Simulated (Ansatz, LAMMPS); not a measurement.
# Which site? C in place of Si in amorphous Si (101 atoms), part 2 of 3

At which site of amorphous Si (101 atoms) does C in place of Si cost least, and what about the site decides it?

Ansatz 0.2.0; Kohn-Sham DFT, PBE, PAW (set soft_1), plane waves.

The cell: 101 Si. The quench rate of 20 K/ps far exceeds what a furnace or splat quench reaches. The starting topology of bonds comes from the classical model. Only the Γ point is sampled, in a cell whose shortest periodic width is 13 Å.

So far. Step 2 (Single point at the start): The r.m.s. force at the start is 0.48 eV/Å. Step 3 (Relaxation): The relaxation converged after 29 steps, 6.27 eV below its start, with a largest force component of 0.026 eV/Å.

**4. Single point at the relaxed geometry**

One more single point at the end of the walk gives the fuller output and checks the residual forces.

input.yaml reads:

```yaml
crystal:
  lattice:
    - [12.6245, 0.0, 0.0]
    - [0.0, 12.6245, 0.0]
    - [0.0, 0.0, 12.6245]
  atoms:
    - { symbol: Si, position: [0.07713, 0.94546, 0.16477] }
    - { symbol: Si, position: [0.44961, 0.99135, 0.0776] }
    - { symbol: Si, position: [0.68662, 0.34549, 0.93561] }
    - { symbol: Si, position: [0.12702, 0.92132, 0.72331] }
    - { symbol: Si, position: [0.25759, 0.83005, 0.95031] }
    - { symbol: Si, position: [0.83419, 0.57415, 0.46207] }
    [... 89 atom lines left out ...]
    - { symbol: Si, position: [0.60325, 0.82138, 0.93664] }
    - { symbol: Si, position: [0.98201, 0.72379, 0.98499] }
    - { symbol: Si, position: [0.26756, 0.86535, 0.34705] }
    - { symbol: Si, position: [0.61868, 0.07602, 0.07911] }
    - { symbol: Si, position: [0.74496, 0.87884, 0.05346] }
    - { symbol: Si, position: [0.95583, 0.70607, 0.39963] }
kpoints:
  mp_grid: { grid: [1, 1, 1] }
hamiltonian:
  xc: pbe
  pseudopotentials: { kind: paw, azcp: { folder: soft_1 } }
scf:
  occupations: { method: fermi_dirac, width: 0.025 }
output:
  forces: true
  stress: true
  populations: true
  dos:
    method: { smearing: { sigma: 0.15 } }
    de: 0.1
    projected: { site_lists: { Si: [Si] } }
  eigenvalues: true
  write_density: true
  write_potential: true
  volumetric_format: npy
```

Launch:

```sh
$ ansatz run input.yaml --threads 4 --pin off --max-ram 8192MiB --backend cpu --events-out ev --progress --plain --runs-dir out
```

Numbers of over 12 decimals in the logs are rounded to 6 here.

What it wrote:

```text
[...]
Crystal: 101 atoms, lattice volume = 2012.068 Å³
Basis set: ecut = 420 eV, 39223 PW (Γ), exchange–correlation on 180×180×180 points (8 copies of the dense FFT grid, shifted against one another)
Bands: 303, of which v1, the nominal top of the filled ones, is band 202 counted from 1 (201 counted from 0)
Symmetry: 1 space group operations
[...]
k-points: 1
[...]
SCF iter   1: F=—  HF=-64203.222096 eV  |F-HF|=—  |Δ(HF+E_count)|=         —  Δρ=4.18e-2  dr2=3.83e1  ethr=3.10e-3  ⟨swp⟩=6.0  Hψ=1432  notcnv=0  defer=69
[...]
SCF iter  10: F=-64194.291746 eV  HF=-64194.291746 eV  |F-HF|=7.68e-8  |Δ(HF+E_count)|=   8.22e-7  Δρ=1.17e-6  dr2=8.88e-8  ethr=2.48e-11  ⟨swp⟩=22.0  Hψ=3195  notcnv=0
SCF 1 converged in 10 iterations: F = -64194.291746 eV  dr2 = 8.88e-8
[...]
SCF converged after 10 iterations
Free energy (F): -64194.291746 eV
[...]
Internal energy: -64194.283756 eV  (E = F + TS)
E sigma→0 (E₀):  -64194.287751 eV
Entropy (-TS):   -0.007990 eV (-0.079 meV/atom)
Fermi energy:    6.568763 eV
[...]
--- Forces (eV/Å), atoms counted from 1 ---
  atom   1  Si    -0.00119409    -0.00395261    -0.02174194
  atom   2  Si     0.00351501    -0.01372779     0.00114358
  atom   3  Si     0.00867828     0.00962306     0.00398467
  atom   4  Si    -0.00293259    -0.00048793     0.00121745
  atom   5  Si    -0.00457843    -0.00163117    -0.00362350
  atom   6  Si    -0.00146409     0.00237744    -0.00007307
  atom   7  Si    -0.00017057     0.00023238     0.00195272
  atom   8  Si     0.00180938     0.00132888    -0.00370118
  atom   9  Si     0.00282887     0.00112819    -0.00256242
  atom  10  Si    -0.00211576    -0.00101351    -0.00039327
  atom  11  Si    -0.01291316     0.02612991    -0.00280889
  atom  12  Si    -0.00351839     0.00477496     0.00394023
  atom  13  Si    -0.00135796     0.00453387     0.00148288
  atom  14  Si    -0.00674694    -0.00198954    -0.00547041
[...]
atom 100  Si     0.01151838    -0.01921913    -0.01864463
  atom 101  Si     0.00199681    -0.00304641     0.00506588
  max |Σ_I F_I| component: 2.85e-5 eV/Å
--- Stress (GPa, compression-positive) ---
        0.161630      -1.188777       0.378486
       -1.188777      -0.303383       0.696233
        0.378486       0.696233       0.508482
  P = ⅓ Tr σ = 0.1222 GPa (1.222 kbar)
--- Band table (eV) ---
[...]
--- Löwdin populations: 101 sites ---
  site symbol       q [e]
     0     Si      3.8914
     1     Si      3.8240
     2     Si      3.9503
[...]
100     Si      3.9633
  spilling = 0.012043 (of n_electrons = 404.000000)
```

Wall time 22 s (4 threads of Arm Neoverse V2, shared host); peak memory 2 GiB; 84 s of CPU time.

Numbers from this run:

```
free energy                                      : -64194.2917 eV
free energy per atom                             : -635.5870 eV/atom
SCF cycles                                       : 10
pressure                                         : 0.1222 GPa
r.m.s. force component                           : 0.00552 eV/Å
longest force                                    : 0.03044 eV/Å
Fermi energy                                     : 6.569 eV
gap (highest filled to lowest empty level) : 0.2079 eV
spilling of the projection                       : 0.01204
```

**5. C on a site of Si, site Si4**

The site has 4 bonded neighbours (Si4) at 2.38 Å on average, by cutoffs that count no bonds between two metal atoms or like ions. The change is made in the relaxed cell and the atoms are relaxed again.

input.yaml, the sections that differ from step 4:

```yaml
crystal:
  lattice:
    - [12.6245, 0.0, 0.0]
    - [0.0, 12.6245, 0.0]
    - [0.0, 0.0, 12.6245]
  atoms:
    - { symbol: Si, position: [0.07713, 0.94546, 0.16477] }
    - { symbol: Si, position: [0.44961, 0.99135, 0.0776] }
    - { symbol: Si, position: [0.68662, 0.34549, 0.93561] }
    - { symbol: C, position: [0.12702, 0.92132, 0.72331] }
    - { symbol: Si, position: [0.25759, 0.83005, 0.95031] }
    - { symbol: Si, position: [0.83419, 0.57415, 0.46207] }
    - { symbol: Si, position: [0.36101, 0.14684, 0.94888] }
    [... atom lines 8 to 101 left out ...]
output:
  forces: true
  eigenvalues: true
relax:
  f_tol: 0.05
  max_steps: 90
# kpoints, hamiltonian, scf: as in step 4
```

What it wrote:

```text
[...]
Crystal: 101 atoms, lattice volume = 2012.068 Å³
Basis set: ecut = 420 eV, 39223 PW (Γ), exchange–correlation on 180×180×180 points (8 copies of the dense FFT grid, shifted against one another)
Bands: 303, of which v1, the nominal top of the filled ones, is band 202 counted from 1 (201 counted from 0)
Symmetry: 1 space group operations
[...]
k-points: 1
[...]
SCF iter   1: F=—  HF=-63815.550964 eV  |F-HF|=—  |Δ(HF+E_count)|=         —  Δρ=4.19e-2  dr2=4.17e1  ethr=3.10e-3  ⟨swp⟩=6.0  Hψ=1431  notcnv=0  defer=70
[...]
SCF iter   8: F=-63806.241362 eV  HF=-63806.241359 eV  |F-HF|=2.75e-6  |Δ(HF+E_count)|=   7.89e-5  Δρ=1.25e-5  dr2=1.40e-5  ethr=1.55e-8  ⟨swp⟩=17.0  Hψ=2119  notcnv=0
SCF 1 converged in 8 iterations: F = -63806.241362 eV  dr2 = 1.40e-5
[...]
relax step   1: F+E_penalty+E_count = -63806.24136219 eV  Δ(F+E_penalty+E_count) = +0.000e0 eV  max|allowed force component| = 2.303e0 eV/Å  Δτ_max = 0.0000 Å  (8 SCF iters, dr2 threshold 6.25e-5 eV, accepted)
[...]
relax step   2: F+E_penalty+E_count = -63807.79887092 eV  Δ(F+E_penalty+E_count) = -1.558e0 eV  max|allowed force component| = 1.518e0 eV/Å  Δτ_max = 0.1949 Å  (6 SCF iters, dr2 threshold 1.00e-4 eV, accepted)
[...]
relax step   3: F+E_penalty+E_count = -63808.44421002 eV  Δ(F+E_penalty+E_count) = -6.453e-1 eV  max|allowed force component| = 8.487e-1 eV/Å  Δτ_max = 0.1949 Å  (6 SCF iters, dr2 threshold 1.00e-4 eV, accepted)
relax step   4: F+E_penalty+E_count = -63808.61243627 eV  Δ(F+E_penalty+E_count) = -1.682e-1 eV  max|allowed force component| = 3.405e-1 eV/Å  Δτ_max = 0.1412 Å  (5 SCF iters, dr2 threshold 1.00e-4 eV, accepted)
relax step   5: F+E_penalty+E_count = -63808.71380828 eV  Δ(F+E_penalty+E_count) = -1.014e-1 eV  max|allowed force component| = 2.008e-1 eV/Å  Δτ_max = 0.1812 Å  (6 SCF iters, dr2 threshold 1.87e-5 eV, accepted)
relax step   6: F+E_penalty+E_count = -63808.79040322 eV  Δ(F+E_penalty+E_count) = -7.659e-2 eV  max|allowed force component| = 3.137e-1 eV/Å  Δτ_max = 0.1501 Å  (7 SCF iters, dr2 threshold 6.49e-6 eV, accepted)
relax step   7: F+E_penalty+E_count = -63808.92471121 eV  Δ(F+E_penalty+E_count) = -1.343e-1 eV  max|allowed force component| = 5.809e-1 eV/Å  Δτ_max = 0.1951 Å  (7 SCF iters, dr2 threshold 3.42e-5 eV, accepted)
relax step   8: F+E_penalty+E_count = -63809.18173216 eV  Δ(F+E_penalty+E_count) = -2.570e-1 eV  max|allowed force component| = 7.892e-1 eV/Å  Δτ_max = 0.1945 Å  (6 SCF iters, dr2 threshold 1.00e-4 eV, accepted)
relax step   9: F+E_penalty+E_count = -63809.46853545 eV  Δ(F+E_penalty+E_count) = -2.868e-1 eV  max|allowed force component| = 4.306e-1 eV/Å  Δτ_max = 0.1917 Å  (6 SCF iters, dr2 threshold 1.00e-4 eV, accepted)
relax step  10: F+E_penalty+E_count = -63809.58554436 eV  Δ(F+E_penalty+E_count) = -1.170e-1 eV  max|allowed force component| = 6.702e-1 eV/Å  Δτ_max = 0.1303 Å  (6 SCF iters, dr2 threshold 5.52e-5 eV, accepted)
relax step  11: F+E_penalty+E_count = -63809.56486207 eV  Δ(F+E_penalty+E_count) = +2.068e-2 eV  max|allowed force component| = 8.472e-1 eV/Å  Δτ_max = 0.1922 Å  (6 SCF iters, dr2 threshold 1.00e-4 eV, rejected (line search))
relax step  12: F+E_penalty+E_count = -63809.66816614 eV  Δ(F+E_penalty+E_count) = -8.262e-2 eV  max|allowed force component| = 1.613e-1 eV/Å  Δτ_max = 0.0926 Å  (8 SCF iters, accepted)
relax step  13: F+E_penalty+E_count = -63809.71020125 eV  Δ(F+E_penalty+E_count) = -4.204e-2 eV  max|allowed force component| = 2.031e-1 eV/Å  Δτ_max = 0.0667 Å  (7 SCF iters, accepted)
relax step  14: F+E_penalty+E_count = -63809.72860634 eV  Δ(F+E_penalty+E_count) = -1.841e-2 eV  max|allowed force component| = 1.496e-1 eV/Å  Δτ_max = 0.0514 Å  (6 SCF iters, dr2 threshold 2.58e-6 eV, accepted)
relax step  15: F+E_penalty+E_count = -63809.76553555 eV  Δ(F+E_penalty+E_count) = -3.693e-2 eV  max|allowed force component| = 2.035e-1 eV/Å  Δτ_max = 0.1957 Å  (6 SCF iters, dr2 threshold 1.21e-5 eV, accepted)
relax step  16: F+E_penalty+E_count = -63809.79275092 eV  Δ(F+E_penalty+E_count) = -2.722e-2 eV  max|allowed force component| = 1.281e-1 eV/Å  Δτ_max = 0.0307 Å  (6 SCF iters, dr2 threshold 2.25e-5 eV, accepted)
relax step  17: F+E_penalty+E_count = -63809.82682909 eV  Δ(F+E_penalty+E_count) = -3.408e-2 eV  max|allowed force component| = 1.523e-1 eV/Å  Δτ_max = 0.0974 Å  (7 SCF iters, dr2 threshold 6.51e-6 eV, accepted)
relax step  18: F+E_penalty+E_count = -63809.86212251 eV  Δ(F+E_penalty+E_count) = -3.529e-2 eV  max|allowed force component| = 2.571e-1 eV/Å  Δτ_max = 0.0738 Å  (7 SCF iters, dr2 threshold 9.19e-6 eV, accepted)
relax step  19: F+E_penalty+E_count = -63809.87091360 eV  Δ(F+E_penalty+E_count) = -8.791e-3 eV  max|allowed force component| = 4.634e-1 eV/Å  Δτ_max = 0.1954 Å  (6 SCF iters, dr2 threshold 6.61e-5 eV, accepted)
relax step  20: F+E_penalty+E_count = -63809.91621322 eV  Δ(F+E_penalty+E_count) = -4.530e-2 eV  max|allowed force component| = 4.062e-1 eV/Å  Δτ_max = 0.1304 Å  (6 SCF iters, dr2 threshold 1.00e-4 eV, accepted)
relax step  21: F+E_penalty+E_count = -63809.95635216 eV  Δ(F+E_penalty+E_count) = -4.014e-2 eV  max|allowed force component| = 1.009e-1 eV/Å  Δτ_max = 0.0742 Å  (5 SCF iters, dr2 threshold 1.00e-4 eV, accepted)
relax step  22: F+E_penalty+E_count = -63809.96799701 eV  Δ(F+E_penalty+E_count) = -1.164e-2 eV  max|allowed force component| = 5.265e-2 eV/Å  Δτ_max = 0.0632 Å  (8 SCF iters, accepted)
[...]
relax step  23: F+E_penalty+E_count = -63809.97020778 eV  Δ(F+E_penalty+E_count) = -2.211e-3 eV  max|allowed force component| = 3.755e-2 eV/Å  Δτ_max = 0.0129 Å  (7 SCF iters, accepted)
SCF converged after 7 iterations
Free energy (F): -63809.970208 eV
[...]
Internal energy: -63809.965370 eV  (E = F + TS)
E sigma→0 (E₀):  -63809.967789 eV
Entropy (-TS):   -0.004838 eV (-0.048 meV/atom)
Fermi energy:    6.420673 eV
[...]
--- Forces (eV/Å), atoms counted from 1 ---
  atom   1  Si     0.00229972    -0.00214090    -0.00164640
  atom   2  Si     0.00140470    -0.00409569     0.01063881
  atom   3  Si    -0.00167449     0.00069629     0.00020381
  atom   4  C      0.03754758    -0.03452740     0.01909561
  atom   5  Si     0.00405376    -0.00263162     0.00705233
  atom   6  Si    -0.00183054     0.00457994     0.00124172
  atom   7  Si    -0.00177733    -0.00617390    -0.00168620
  atom   8  Si    -0.00036288     0.00301743    -0.00041127
  atom   9  Si    -0.00418997     0.00476571    -0.00661271
  atom  10  Si     0.00114177     0.00141951    -0.00021062
  atom  11  Si    -0.00123078     0.00111793     0.00013545
  atom  12  Si    -0.00153559     0.00069780     0.00242445
  atom  13  Si    -0.00265629     0.00036939     0.00097029
  atom  14  Si    -0.00026788    -0.00188186     0.00010498
[...]
atom 100  Si    -0.00023335     0.00035280    -0.00029340
  atom 101  Si     0.00275973    -0.00043223    -0.00272750
  max |Σ_I F_I| component: 2.21e-5 eV/Å
--- Band table (eV) ---
[...]
--- Relaxed structure (23 steps of the walk, 22 accepted, 0 SCFs on fresh bases) ---
  F+E_penalty+E_count = -63809.97020778 eV   max|allowed force component| = 3.755e-2 eV/Å
  atoms:
    - { symbol: Si, position: [0.073457, 0.934629, 0.121231] }
    - { symbol: Si, position: [0.444135, 0.991934, 0.067610] }
    - { symbol: Si, position: [0.684731, 0.340266, 0.940221] }
    - { symbol: C, position: [0.126752, 0.959085, 0.718140] }
[...]
- { symbol: Si, position: [0.958537, 0.705094, 0.393801] }
```

Run time: 5.3 min. Hardware: 4 threads; peak memory 2.1 GiB; 20 min of CPU time.

The relaxation converged after 23 steps, 3.73 eV below its start, with a largest force component of 0.038 eV/Å.

The surroundings of the C atom, after relaxation, nearest first, numbered as they follow in the input and with coordinates relative to it.

```csv
atom,x,y,z,distance (Å),bonds
C4,0.00,0.00,0.00,0.00,4
Si57,1.71,0.84,-0.06,1.90,4
Si59,-1.18,0.34,1.45,1.90,4
Si78,-0.81,0.18,-1.74,1.93,4
Si75,0.70,-1.81,0.28,1.96,4
Si64,1.29,-2.18,-1.98,3.21,4
Si89,-0.38,-1.21,3.02,3.28,4
Si28,-1.05,-2.11,-2.30,3.29,4
Si77,-2.75,1.46,-1.29,3.37,4
Si90,3.00,-0.55,-1.55,3.42,4
```

The column of bonds counts only the pairs Si-Si within 2.73 Å, Si-C within 2.28 Å; other neighbours, such as metal atoms beside each other in a compound, aren't counted, and periodic images can show an atom twice.

The largest move is 1.04 Å, by Si75.

(Part 2 of 3 ends here.)

[Logs are printed without paths, hosts, clocks, repeated set-up lines and the standing remarks that a program may print on its own settings, such as how far it seeks lower states.]

[Hosts, paths, dates, database ids (printed as entryN), source tags and the programs' standing remarks are cut or masked in the printed files.]
